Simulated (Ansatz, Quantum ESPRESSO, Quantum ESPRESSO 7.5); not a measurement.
# Rh: work function by face

Wanted: work functions of Rh face by face, under two functionals.

Calculated with Quantum ESPRESSO 7.5; plane-wave DFT, PBE, GBRV ultrasoft pseudopotentials (geometry and cross-check by Ansatz 0.2.0 with PAW datasets; geometry under PBE).

**What experiment says.**

“Anisotropic work function of elemental crystals” (2019, arxiv:1902.07811) quotes from earlier work for Rh (clean single-crystal faces): work function of (111) (clean (111) face) 5.46 eV; work function of (100) (clean (100) face) 5.3 eV; work function of (110) (clean (110) face) 4.86 eV.

This is a report of a sequence of runs, with most program output left out.

### Step 1. The structure

The cell holds 5 atoms: 5 Rh. Its edges and angles: a = 2.687 Å, b = 2.687 Å, c = 24.776 Å, α = 90.0°, β = 90.0°, γ = 60.0°. It derives from Rh. Vacuum lies along c.

### Step 2. Geometry from Ansatz of (111)

The geometry comes first, from a plane-wave PAW code, so that the later runs on this slab share one structure.

input.yaml reads:

```yaml
crystal:
  lattice:
    - [2.6870057685, 0.0, 0.0]
    - [1.3435028843, 2.3270152556, 0.0]
    - [0.0, 0.0, 24.7757240917]
  atoms:
    - { symbol: Rh, position: [0.6666666667, 0.6666666667, 0.3228967182] }
    - { symbol: Rh, position: [0.0, 0.0, 0.4114483591] }
    - { symbol: Rh, position: [0.3333333333, 0.3333333333, 0.5] }
    - { symbol: Rh, position: [0.6666666667, 0.6666666667, 0.5885516409] }
    - { symbol: Rh, position: [0.0, 0.0, 0.6771032818] }
kpoints:
  mp_grid: { grid: [12, 12, 1] }
hamiltonian:
  xc: pbe
scf:
  occupations: { method: fermi_dirac, width: 0.1 }
  convergence: { dr2_threshold: 1.0e-08 }
efield:
  axis: 3
  dipole_correction: true
  ramp_position: 0.97
  ramp_width: 0.04
relax:
  f_tol: 0.01
  constraints: [{ sites: [2] }]
output:
  write_potential: true
  write_density: true
  volumetric_format: npy
```

Run with:

```sh
> ansatz run input.yaml --threads 4 --pin off --max-ram 8192MiB --backend cpu --events-out ev --progress --plain --runs-dir out
```

Elapsed: 13 s, on 4 threads of Arm Neoverse V1, shared host; peak memory 0.51 GiB.

The steps of the relaxation:

```csv
step,energy less that of the first step (eV),largest force component (eV/Å)
1,0.0000,0.2238
2,-0.0031,0.0926
3,-0.0043,0.0029
```

Forces are held to the 6 operations that the run works with; a distortion that breaks them can't arise in this run.

The atoms that moved most (Å):

```csv
atom,dx,dy,dz,length
Rh2,0.000,0.000,-0.022,0.022
Rh4,0.000,0.000,0.022,0.022
Rh1,0.000,0.000,-0.013,0.013
Rh5,0.000,0.000,0.013,0.013
```

 Held were the atoms numbered 3; the forces quoted are those on the free ones.

Read from the output:

```
free energy                     : -32012.9648 eV
energy at zero smearing         : -32012.8371 eV
smearing term TS                : 0.2554 eV
Fermi energy                    : 7.071 eV
symmetry operations             : 6
work function of the upper face : 5.160 eV
work function of the lower face : 5.160 eV
dipole along the normal         : -1.43e-5 e·Å
```

### Step 3. Self-consistent run of (111), PBE

Both faces of the slab are alike, so a plain periodic cell serves and symmetry is kept.

Level of this step: plane-wave DFT, PBE, GBRV ultrasoft pseudopotentials (Quantum ESPRESSO 7.5).

111.pbe.in reads:

```
&control
  prefix = '111.pbe'
  outdir = './out'
  pseudo_dir = './pseudo'
  calculation = 'scf'
  tprnfor = .true.
/
&system
  ibrav = 0
  nat = 5
  ntyp = 1
  ecutwfc = 40
  ecutrho = 200
  occupations = 'smearing'
  smearing = 'mv'
  degauss = 0.02
/
&electrons
  conv_thr = 1e-07
  mixing_beta = 0.4
  electron_maxstep = 120
  mixing_mode = 'local-TF'
/
ATOMIC_SPECIES
  Rh  102.9055  rh_pbe_v1.4.uspp.F.UPF
CELL_PARAMETERS angstrom
  2.68700576847903 -0.00000000002887 0.00000000000000
  1.34350288426451 2.32701525560373 0.00000000000000
  0.00000000000000 0.00000000000000 24.77572409170000
ATOMIC_POSITIONS crystal
  Rh  0.666666666667 0.666666666667 0.322361937684
  Rh  0.000000000000 -0.000000000000 0.410558521806
  Rh  0.333333333333 0.333333333333 0.500000000000
  Rh  0.666666666667 0.666666666667 0.589441464863
  Rh  0.000000000000 -0.000000000000 0.677638032810
K_POINTS automatic
  12 12 1 0 0 0
```

Run with:

```sh
> OMP_NUM_THREADS=1 mpirun -n 4 pw.x -nk 4 -in 111.pbe.in > 111.pbe.out
```

Run time: 42 s. Hardware: 4 MPI ranks; peak memory 0.4 GiB; 2.8 min of CPU time.

Numbers from this step:

- free energy: -11644.9305 eV
- Fermi energy: 6.620 eV

### Step 4. Potential by pp.x of (111)

plot_num = 11 writes the bare and Hartree potential. It leaves out exchange and correlation, which fade slowly, so it flattens close to the surface.

111.pbe.pot.in reads:

```
&inputpp
  prefix = '111.pbe'
  outdir = './out'
  filplot = '111.pbe.pot.dat'
  plot_num = 11
/
```

Run with:

```sh
> OMP_NUM_THREADS=1 mpirun -n 4 pp.x -in 111.pbe.pot.in > 111.pbe.pot.out
```

Run time: 0.85 s. Hardware: 4 MPI ranks; peak memory 0.09 GiB.

This step gave:

* work function of the upper face: 5.169 eV
* slope of the potential above: 2.77e-4 eV/Å
* upper vacuum line continued to the top atoms, over the Fermi level: 5.168 eV
* work function of the lower face: 5.169 eV
* slope of the potential below: -1.74e-4 eV/Å
* lower vacuum line continued to the bottom atoms, over the Fermi level: 5.168 eV

The potential energy, planar mean oscillates, so the rows of the table below give means over windows of 2.18 Å about each position, cut where the curve ends. Its maxima inside the range that stand out by 2 % of the span (Å: eV): 9.1: -0.675, 11.2: -0.654, 13.5: -0.655, 15.7: -0.676. Its minima: 8.0: -18.9, 10.2: -19.1, 12.4: -19.1, 14.6: -19.1, 16.7: -18.9.

Electrostatic potential energy of an electron; zero at the Fermi level. Potential energy, planar mean against z; means over each step:

```csv
z (Å),"potential energy, planar mean (eV)"
1.09,5.17
3.27,5.17
5.45,4.94
7.63,-8.69
9.81,-9.98
11.99,-9.89
14.17,-9.91
16.35,-9.77
18.53,3.14
20.71,5.16
22.89,5.17
```

### Step 5. SCF with pw.x of (111), PBEsol

The same atoms under a second functional.

Level of this step: plane-wave DFT, PBEsol, GBRV ultrasoft pseudopotentials (Quantum ESPRESSO 7.5).

111.pbesol.in, as its differences from the input of step 3:

```diff
@@ -1,3 +1,3 @@
 &control
-  prefix = '111.pbe'
+  prefix = '111.pbesol'
   outdir = './out'
@@ -24,3 +24,3 @@
 ATOMIC_SPECIES
-  Rh  102.9055  rh_pbe_v1.4.uspp.F.UPF
+  Rh  102.9055  rh_pbesol_v1.4.uspp.F.UPF
 CELL_PARAMETERS angstrom
```

Run with:

```sh
> OMP_NUM_THREADS=1 mpirun -n 4 pw.x -nk 4 -in 111.pbesol.in > 111.pbesol.out
```

The job ended after 41 s (4 MPI ranks; peak memory 0.55 GiB).

Read from the output:

| Property | Result |
| --- | --- |
| free energy | -11641.7642 eV |
| Fermi energy | 6.477 eV |

### Step 6. Potential by pp.x of (111)

111.pbesol.pot.in reads:

```
&inputpp
  prefix = '111.pbesol'
  outdir = './out'
  filplot = '111.pbesol.pot.dat'
  plot_num = 11
/
```

Run with:

```sh
> OMP_NUM_THREADS=1 mpirun -n 4 pp.x -in 111.pbesol.pot.in > 111.pbesol.pot.out
```

It took 0.86 s on 4 MPI ranks; peak memory 0.1 GiB.

Read from the output:

```
work function of the upper face                                       : 5.306 eV
slope of the potential above                                          : 2.46e-4 eV/Å
upper vacuum line continued to the top atoms, over the Fermi level    : 5.304 eV
work function of the lower face                                       : 5.306 eV
slope of the potential below                                          : -1.53e-4 eV/Å
lower vacuum line continued to the bottom atoms, over the Fermi level : 5.305 eV
```

On (111) the work function under PBEsol lies +0.14 eV from PBE's.

### Step 7. Geometry from Ansatz of (100)

Level of this step: plane-wave DFT, PBE, Ansatz PAW (Ansatz 0.2.0).

input.yaml, the sections that differ from step 2:

```yaml
crystal:
  lattice:
    - [2.6870057685, 0.0, 0.0]
    - [0.0, 2.6870057685, 0.0]
    - [0.0, 0.0, 23.6]
  atoms:
    - { symbol: Rh, position: [0.0, 0.0, 0.3389830508] }
    - { symbol: Rh, position: [0.5, 0.5, 0.4194915254] }
    - { symbol: Rh, position: [0.0, 0.0, 0.5] }
    - { symbol: Rh, position: [0.5, 0.5, 0.5805084746] }
    - { symbol: Rh, position: [0.0, 0.0, 0.6610169492] }
# kpoints, hamiltonian, scf, efield, relax, output: as in step 2
```

Run with:

```sh
> ansatz run input.yaml --threads 4 --pin off --max-ram 8192MiB --backend cpu --events-out ev --progress --plain --runs-dir out
```

The job ended after 26 s (4 threads; peak memory 0.54 GiB; 98 s of CPU time).

Step by step:

```csv
step,energy less that of the first step (eV),largest force component (eV/Å)
1,0.0000,0.6284
2,-0.0256,0.2105
3,-0.0289,0.0112
4,-0.0290,0.0030
```

Forces are held to the 8 operations that the run works with; a distortion that breaks them can't arise in this run.

The atoms that moved most (Å):

```csv
atom,dx,dy,dz,length
Rh4,0.000,0.000,0.041,0.041
Rh2,0.000,0.000,-0.041,0.041
Rh1,0.000,0.000,0.010,0.010
Rh5,0.000,0.000,-0.010,0.010
```

Final coordinates:

```cif
data_structure
_symmetry_space_group_name_H-M 'P 1'
_symmetry_Int_Tables_number 1
_cell_length_a 2.6870
_cell_length_b 2.6870
_cell_length_c 23.6000
_cell_angle_alpha 90.000
_cell_angle_beta 90.000
_cell_angle_gamma 90.000
_cell_volume 170.39
loop_
_atom_site_label
_atom_site_type_symbol
_atom_site_fract_x
_atom_site_fract_y
_atom_site_fract_z
_atom_site_occupancy
Rh1 Rh 0.00000 0.00000 0.33939 1
Rh2 Rh 0.50000 0.50000 0.41777 1
Rh3 Rh 0.00000 0.00000 0.50000 1
Rh4 Rh 0.50000 0.50000 0.58223 1
Rh5 Rh 0.00000 0.00000 0.66061 1
```

The relaxation lowers the energy by 6 meV an atom. Held were the atoms numbered 3; the forces quoted are those on the free ones.

Numbers from this step:

* free energy: -32012.3870 eV
* energy at zero smearing: -32012.2541 eV
* smearing term TS: 0.2659 eV
* Fermi energy: 6.010 eV
* symmetry operations: 8
* work function of the upper face: 5.085 eV
* work function of the lower face: 5.085 eV
* dipole along the normal: 2.23e-5 e·Å

### Step 8. Ground state of (100), PBE

Level of this step: plane-wave DFT, PBE, GBRV ultrasoft pseudopotentials (Quantum ESPRESSO 7.5).

100.pbe.in reads:

```
&control
  prefix = '100.pbe'
  outdir = './out'
  pseudo_dir = './pseudo'
  calculation = 'scf'
  tprnfor = .true.
/
&system
  ibrav = 0
  nat = 5
  ntyp = 1
  ecutwfc = 40
  ecutrho = 200
  occupations = 'smearing'
  smearing = 'mv'
  degauss = 0.02
/
&electrons
  conv_thr = 1e-07
  mixing_beta = 0.4
  electron_maxstep = 120
  mixing_mode = 'local-TF'
/
ATOMIC_SPECIES
  Rh  102.9055  rh_pbe_v1.4.uspp.F.UPF
CELL_PARAMETERS angstrom
  2.68700576850000 0.00000000000000 0.00000000000000
  0.00000000000000 2.68700576850000 0.00000000000000
  0.00000000000000 0.00000000000000 23.60000000000000
ATOMIC_POSITIONS crystal
  Rh  -0.000000000000 0.000000000000 0.339387624456
  Rh  0.500000000000 0.500000000000 0.417770195379
  Rh  0.000000000000 0.000000000000 0.500000000000
  Rh  0.500000000000 0.500000000000 0.582229822248
  Rh  -0.000000000000 0.000000000000 0.660612422243
K_POINTS automatic
  12 12 1 0 0 0
```

Run with:

```sh
> OMP_NUM_THREADS=1 mpirun -n 4 pw.x -nk 4 -in 100.pbe.in > 100.pbe.out
```

Elapsed: 55 s, on 4 MPI ranks; peak memory 0.63 GiB; 3.6 min of CPU time.

Numbers from this step:

- free energy: -11644.3472 eV
- Fermi energy: 5.591 eV

### Step 9. Electrostatic potential of (100)

100.pbe.pot.in reads:

```
&inputpp
  prefix = '100.pbe'
  outdir = './out'
  filplot = '100.pbe.pot.dat'
  plot_num = 11
/
```

Run with:

```sh
> OMP_NUM_THREADS=1 mpirun -n 4 pp.x -in 100.pbe.pot.in > 100.pbe.pot.out
```

The job ended after 0.86 s (4 MPI ranks; peak memory 0.1 GiB).

Numbers from this step:

```
work function of the upper face                                       : 5.108 eV
slope of the potential above                                          : 2.98e-4 eV/Å
upper vacuum line continued to the top atoms, over the Fermi level    : 5.107 eV
work function of the lower face                                       : 5.109 eV
slope of the potential below                                          : -1.85e-4 eV/Å
lower vacuum line continued to the bottom atoms, over the Fermi level : 5.108 eV
```

The potential energy, planar mean oscillates, so the rows of the table below give means over windows of 1.86 Å about each position, cut where the curve ends. Its maxima inside the range that stand out by 2 % of the span (Å: eV): 9.0: -3.82, 10.8: -2.81, 12.8: -2.81, 14.6: -3.82. Its minima: 8.0: -15.7, 9.8: -16.0, 11.8: -15.9, 13.8: -16.0, 15.6: -15.7.

Electrostatic potential energy of an electron; zero at the Fermi level. Potential energy, planar mean against z; means over each step:

```csv
z (Å),"potential energy, planar mean (eV)"
0.93,5.11
2.79,5.11
4.65,5.09
6.51,2.50
8.37,-9.93
10.23,-9.83
12.09,-9.82
13.95,-10.2
15.81,-8.77
17.67,4.56
19.53,5.10
21.39,5.11
23.25,5.11
```

### Step 10. Ground state of (100), PBEsol

Level of this step: plane-wave DFT, PBEsol, GBRV ultrasoft pseudopotentials (Quantum ESPRESSO 7.5).

100.pbesol.in, as its differences from the input of step 8:

```diff
@@ -1,3 +1,3 @@
 &control
-  prefix = '100.pbe'
+  prefix = '100.pbesol'
   outdir = './out'
@@ -24,3 +24,3 @@
 ATOMIC_SPECIES
-  Rh  102.9055  rh_pbe_v1.4.uspp.F.UPF
+  Rh  102.9055  rh_pbesol_v1.4.uspp.F.UPF
 CELL_PARAMETERS angstrom
```

Run with:

```sh
> OMP_NUM_THREADS=1 mpirun -n 4 pw.x -nk 4 -in 100.pbesol.in > 100.pbesol.out
```

Run time: 54 s. Hardware: 4 MPI ranks; peak memory 0.59 GiB; 3.6 min of CPU time.

Numbers from this step:

| Property | Result |
| --- | --- |
| free energy | -11641.0987 eV |
| Fermi energy | 5.455 eV |

### Step 11. Potential by pp.x of (100)

100.pbesol.pot.in reads:

```
&inputpp
  prefix = '100.pbesol'
  outdir = './out'
  filplot = '100.pbesol.pot.dat'
  plot_num = 11
/
```

Run with:

```sh
> OMP_NUM_THREADS=1 mpirun -n 4 pp.x -in 100.pbesol.pot.in > 100.pbesol.pot.out
```

The job ended after 0.85 s (4 MPI ranks; peak memory 0.1 GiB; 3.1 s of CPU time).

Numbers from this step:

```
work function of the upper face                                       : 5.234 eV
slope of the potential above                                          : 2.68e-4 eV/Å
upper vacuum line continued to the top atoms, over the Fermi level    : 5.233 eV
work function of the lower face                                       : 5.234 eV
slope of the potential below                                          : -1.63e-4 eV/Å
lower vacuum line continued to the bottom atoms, over the Fermi level : 5.233 eV
```

On (100) the work function under PBEsol lies +0.13 eV from PBE's.

### Step 12. Relaxation with Ansatz of (110)

Level of this step: plane-wave DFT, PBE, Ansatz PAW (Ansatz 0.2.0).

System of this step: Rh(110), 7 layers. The cell holds 7 atoms: 7 Rh. Cell: a = 3.800 Å, b = 2.687 Å, c = 24.061 Å, α = 90.0°, β = 90.0°, γ = 90.0°. It derives from Rh. Vacuum lies along c.

input.yaml, the sections that differ from step 7:

```yaml
crystal:
  lattice:
    - [3.8, 0.0, 0.0]
    - [0.0, 2.6870057685, 0.0]
    - [0.0, 0.0, 24.0610173055]
  atoms:
    - { symbol: Rh, position: [0.0, 0.0, 0.3324880199] }
    - { symbol: Rh, position: [0.5, 0.5, 0.3883253466] }
    - { symbol: Rh, position: [0.0, 0.0, 0.4441626733] }
    - { symbol: Rh, position: [0.5, 0.5, 0.5] }
    - { symbol: Rh, position: [0.0, 0.0, 0.5558373267] }
    - { symbol: Rh, position: [0.5, 0.5, 0.6116746534] }
    - { symbol: Rh, position: [0.0, 0.0, 0.6675119801] }
kpoints:
  mp_grid: { grid: [8, 12, 1] }
relax:
  f_tol: 0.01
  constraints: [{ sites: [2, 3, 4] }]
# hamiltonian, scf, efield, output: as in step 7
```

Run with:

```sh
> ansatz run input.yaml --threads 4 --pin off --max-ram 8192MiB --backend cpu --events-out ev --progress --plain --runs-dir out
```

The job ended after 63 s (4 threads; peak memory 0.86 GiB).

The steps of the relaxation:

```csv
step,energy less that of the first step (eV),largest force component (eV/Å)
1,0.0000,0.6643
2,-0.0645,0.3467
3,-0.0793,0.0184
4,-0.0794,0.0027
```

Forces are held to the 4 operations that the run works with; a distortion that breaks them can't arise in this run.

The atoms that moved most (Å):

```csv
atom,dx,dy,dz,length
Rh2,0.000,0.000,-0.067,0.067
Rh6,0.000,0.000,0.067,0.067
Rh7,0.000,0.000,-0.053,0.053
Rh1,0.000,0.000,0.053,0.053
```

The relaxation lowers the energy by 11 meV an atom. Held were the atoms numbered 3, 4 and 5; the forces quoted are those on the free ones.

This step gave:

| Quantity | Value |
| --- | --- |
| free energy | -44817.2857 eV |
| energy at zero smearing | -44817.0871 eV |
| smearing term TS | 0.3973 eV |
| Fermi energy | 5.918 eV |
| symmetry operations | 4 |
| work function of the upper face | 4.692 eV |
| work function of the lower face | 4.692 eV |
| dipole along the normal | -4.91e-5 e·Å |

(Continued in part 2 of 2.)

[Logs are printed without paths, hosts, clocks, repeated set-up lines and the standing remarks that a program may print on its own settings, such as how far it seeks lower states.]

[Hosts, paths, dates, database ids (printed as entryN), source tags and the programs' standing remarks are cut or masked in the printed files.]

[Maps of the electrostatic potential energy from Ansatz leave out the sawtooth potential of an applied field or a dipole correction, so their vacuum need not be flat; planar profiles and work functions include it.]
